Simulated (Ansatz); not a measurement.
**Cl on Ru(0001): change of the work function**

Wanted: Δφ(θ) for Cl/Ru(0001), starting from the hcp site.

Program: Ansatz 0.2.0. Level of theory: plane-wave DFT, PBE, Ansatz PAW, in the first sound run; inputs show where later runs differ. Results are calculated unless marked as measured.

Report form: the programs' logs are mostly left out.

## (1) Set-up

The cell holds 4 atoms: 4 Ru. Cell: a = 2.700 Å, b = 2.700 Å, c = 24.415 Å, α = 90.0°, β = 90.0°, γ = 60.0°. Vacuum lies along c.

## (2) The clean slab

The bare slab comes first, as the zero from which every change is counted. The two lowest layers are held at bulk places and the upper ones relax. The dipole correction removes the false field that a one-sided slab makes across the periodic vacuum, so each face gets a flat vacuum level of its own.

input.yaml reads:

```yaml
crystal:
  lattice:
    - [2.7, 0.0, 0.0]
    - [1.35, 2.3382685902, 0.0]
    - [0.0, 0.0, 24.4152]
  atoms:
    - { symbol: Ru, position: [0.6666666667, 0.6666666667, 0.3686228251] }
    - { symbol: Ru, position: [0.0, 0.0, 0.4562076084] }
    - { symbol: Ru, position: [0.6666666667, 0.6666666667, 0.5437923916] }
    - { symbol: Ru, position: [0.0, 0.0, 0.6313771749] }
kpoints:
  mp_grid: { grid: [13, 13, 1] }
hamiltonian:
  xc: pbe
scf:
  occupations: { method: fermi_dirac, width: 0.1 }
  convergence: { dr2_threshold: 1.0e-08 }
efield:
  axis: 3
  dipole_correction: true
  ramp_position: 0.97
  ramp_width: 0.06
relax:
  f_tol: 0.02
  max_steps: 60
  constraints: [{ sites: [0, 1] }]
output:
  write_potential: true
  write_density: true
  volumetric_format: npy
```

The run is started by

```console
> ansatz run input.yaml --threads 4 --pin off --max-ram 12288MiB --backend cpu --events-out ev --progress --plain --runs-dir out
```

The job ended after 13 s (4 threads of Arm Neoverse V1, shared host; peak memory 0.46 GiB; 44 s of CPU time).

Relaxation path:

```
step  energy less that of the first step (eV)  largest force component (eV/Å)
   1                                   0.0000                          0.5687
   2                                  -0.0124                          0.2629
   3                                  -0.0158                          0.0160
```

Forces are held to the 6 operations that the run works with; a distortion that breaks them can't arise in this run.

The atoms that moved most (Å):

```
atom     dx     dy      dz  length
 Ru4  0.000  0.000  -0.038   0.038
 Ru3  0.000  0.000   0.021   0.021
```

Final coordinates:

```cif
data_structure
_symmetry_space_group_name_H-M 'P 1'
_symmetry_Int_Tables_number 1
_cell_length_a 2.7000
_cell_length_b 2.7000
_cell_length_c 24.4152
_cell_angle_alpha 90.000
_cell_angle_beta 90.000
_cell_angle_gamma 60.000
_cell_volume 154.14
loop_
_atom_site_label
_atom_site_type_symbol
_atom_site_fract_x
_atom_site_fract_y
_atom_site_fract_z
_atom_site_occupancy
Ru1 Ru 0.66667 0.66667 0.36862 1
Ru2 Ru 0.00000 0.00000 0.45621 1
Ru3 Ru 0.66667 0.66667 0.54465 1
Ru4 Ru 0.00000 0.00000 0.62982 1
```

Numbers from this step:

- energy at zero smearing: -23512.6519 eV
- work function, upper face: 5.030 eV
- work function, lower face: 5.061 eV
- dipole along the normal: 0.001092 e·Å
- step between the vacuum levels: -0.03131 eV

Running mean over 2.138 Å of the planar mean; the ramp of the sawtooth is left out. Electron's electrostatic potential energy less the Fermi level against z:

```
z (Å)  electron's electrostatic potential energy less the Fermi level (eV)
    3                                                                 5.06
    4                                                                 5.06
    5                                                                 5.05
    6                                                                 4.97
    7                                                                 3.92
    8                                                                -6.29
    9                                                                -14.3
   10                                                                -14.7
   11                                                                -14.8
   12                                                                -14.6
   13                                                                -14.9
   14                                                                -15.5
   15                                                                -14.9
   16                                                                -11.4
   17                                                                 1.86
   18                                                                 4.79
   19                                                                 5.01
   20                                                                 5.03
   21                                                                 5.03
```

The relaxation took 3 steps and lowered the energy by 0.016 eV; the largest force on the free atoms ends at 0.016 eV/Å.

The work function of the upper face is 5.03 eV.

## (3) Adsorbate added, k-mesh 5×5×1, coverage 0.111 ML

System of this step: Cl/Ru(0001). The cell holds 37 atoms: 36 Ru and 1 Cl. Cell: a = 8.100 Å, b = 8.100 Å, c = 26.463 Å, α = 90.0°, β = 90.0°, γ = 60.0°. Vacuum lies along c.

The clean slab as it ended is repeated in the plane and the adsorbate is set on one face; the cell's size fixes the coverage, and the k-mesh shrinks with it to keep the sampling density about even. Adsorbate and upper layers relax, since the dipole depends on the height.

input.yaml reads:

```yaml
crystal:
  lattice:
    - [8.1, 0.0, 0.0]
    - [4.05, 7.0148057706, 0.0]
    - [0.0, 0.0, 26.4630599618]
  atoms:
    - { symbol: Ru, position: [0.2222222222, 0.2222222222, 0.340096724] }
    - { symbol: Ru, position: [0.0, 0.0, 0.4209037057] }
    - { symbol: Ru, position: [0.2222222222, 0.2222222222, 0.5024977493] }
    - { symbol: Ru, position: [0.0, 0.0, 0.5810816667] }
    - { symbol: Ru, position: [0.2222222222, 0.5555555556, 0.340096724] }
    - { symbol: Ru, position: [0.0, 0.3333333333, 0.4209037057] }
    - { symbol: Ru, position: [0.2222222222, 0.5555555556, 0.5024977493] }
    - { symbol: Ru, position: [0.0, 0.3333333333, 0.5810816667] }
[... 25 atom lines left out ...]
    - { symbol: Ru, position: [0.6666666667, 0.6666666667, 0.4209037057] }
    - { symbol: Ru, position: [0.8888888889, 0.8888888889, 0.5024977493] }
    - { symbol: Ru, position: [0.6666666667, 0.6666666667, 0.5810816667] }
    - { symbol: Cl, position: [0.2222222222, 0.2222222222, 0.659903276] }
kpoints:
  mp_grid: { grid: [5, 5, 1] }
hamiltonian:
  xc: pbe
scf:
  occupations: { method: fermi_dirac, width: 0.1 }
  convergence: { dr2_threshold: 1.0e-08 }
efield:
  axis: 3
  dipole_correction: true
  ramp_position: 0.97
  ramp_width: 0.06
relax:
  f_tol: 0.02
  max_steps: 60
  constraints:
    - { sites: [0, 1, 4, 5, 8, 9, 12, 13, 16, 17, 20, 21, 24, 25, 28, 29, 32, 33] }
output:
  bader: true
  write_potential: true
  write_density: true
  volumetric_format: npy
```

It took 11 min on 4 threads; peak memory 9.4 GiB; 42 min of CPU time.

This run has no spin polarisation although its electron count is odd.

Relaxation path:

```
step  energy less that of the first step (eV)  largest force component (eV/Å)
   1                                   0.0000                          0.8323
   2                                  -0.1096                          0.3193
   3                                  -0.1197                          0.0682
   4                                  -0.1208                          0.0098
```

The run keeps the 6 symmetry operations that it works with, so distortions that break them were not tested.

The atoms that moved most (Å):

```
atom      dx      dy      dz  length
Cl37   0.000   0.000  -0.148   0.148
Ru28   0.029  -0.017  -0.011   0.036
 Ru4  -0.029  -0.017  -0.011   0.036
Ru12   0.000   0.034  -0.011   0.036
Ru16   0.000  -0.016   0.029   0.033
 Ru8  -0.014   0.008   0.029   0.033
Ru20   0.014   0.008   0.029   0.033
 Ru3   0.000   0.000  -0.021   0.021
```

Final coordinates:

```
Ru Cl
1.0
     8.10000    0.00000    0.00000
     4.05000    7.01481    0.00000
     0.00000    0.00000   26.46306
Ru Cl
36 1
Direct
  0.22222 0.22222 0.34010
  0.00000 0.00000 0.42090
  0.22222 0.22222 0.50169
  0.99758 0.99758 0.58068
  0.22222 0.55556 0.34010
  0.00000 0.33333 0.42090
  0.22287 0.55543 0.50268
  0.99775 0.33446 0.58216
  0.22222 0.88889 0.34010
  0.00000 0.66667 0.42090
  0.22287 0.88837 0.50268
  0.99758 0.67151 0.58068
  0.55556 0.22222 0.34010
  0.33333 0.00000 0.42090
  0.55543 0.22287 0.50268
  0.33446 0.99775 0.58216
  0.55556 0.55556 0.34010
  0.33333 0.33333 0.42090
  0.55556 0.55556 0.50199
  0.33446 0.33446 0.58216
  0.55556 0.88889 0.34010
  0.33333 0.66667 0.42090
  0.55543 0.88837 0.50268
  0.33405 0.66631 0.58099
  0.88889 0.22222 0.34010
  0.66667 0.00000 0.42090
  0.88837 0.22287 0.50268
  0.67151 0.99758 0.58068
  0.88889 0.55556 0.34010
  0.66667 0.33333 0.42090
  0.88837 0.55543 0.50268
  0.66631 0.33405 0.58099
  0.88889 0.88889 0.34010
  0.66667 0.66667 0.42090
  0.88889 0.88889 0.50272
  0.66631 0.66631 0.58099
  0.22222 0.22222 0.65431
```

Numbers from this step:

```yaml
energy_at_zero_smearing: -212695.5294 eV
work_function_upper_face: 4.905 eV
work_function_lower_face: 5.064 eV
dipole_along_the_normal: 0.05011 e·Å
step_between_the_vacuum_levels: -0.1595 eV
```

Running mean over 2.138 Å of the planar mean; the ramp of the sawtooth is left out. Table of electron's electrostatic potential energy less the Fermi level by z:

z (Å), electron's electrostatic potential energy less the Fermi level (eV) and a bar from the least value:
```
      3.5        5.1 ##############################
      4.0        5.1 ##############################
      4.5        5.1 ##############################
      5.0        5.1 ##############################
      5.5        5.0 ##############################
      6.0        5.0 ##############################
      6.5        4.7 ##############################
      7.0        3.9 ############################
      7.5        0.8 ########################
      8.0       -6.3 #############
      8.5      -12.4 #####
      9.0      -14.3 ##
      9.5      -14.5 #
     10.0      -14.6 #
     10.5      -14.7 #
     11.0      -14.8 #
     11.5      -14.8 #
     12.0      -14.6 #
     12.5      -14.6 #
     13.0      -14.8 #
     13.5      -15.0 #
     14.0      -15.4 
     14.5      -15.5 
     15.0      -14.9 #
     15.5      -14.3 ##
     16.0      -11.8 #####
     16.5       -5.4 ###############
     17.0        0.6 #######################
     17.5        2.9 ###########################
     18.0        3.7 ############################
     18.5        4.3 #############################
     19.0        4.8 ##############################
     19.5        4.9 ##############################
     20.0        4.9 ##############################
     20.5        4.9 ##############################
     21.0        4.9 ##############################
     21.5        4.9 ##############################
     22.0        4.9 ##############################
     22.5        4.9 ##############################
     23.0        4.9 ##############################
```

The relaxation took 4 steps and lowered the energy by 0.12 eV; the largest force on the free atoms ends at 0.0098 eV/Å.

The covered face has 4.90 eV, -0.12 eV against the clean one; the bare back face has moved by +0.00 eV, a measure of how thin the slab is.

(Continued in part 2 of 3.)

[Logs are printed without paths, hosts, clocks, repeated set-up lines and the standing remarks that a program may print on its own settings, such as how far it seeks lower states.]

[Hosts, paths, dates, database ids (printed as entryN), source tags and the programs' standing remarks are cut or masked in the printed files.]

[Maps of the electrostatic potential energy from Ansatz leave out the sawtooth potential of an applied field or a dipole correction, so their vacuum need not be flat; planar profiles and work functions include it.]
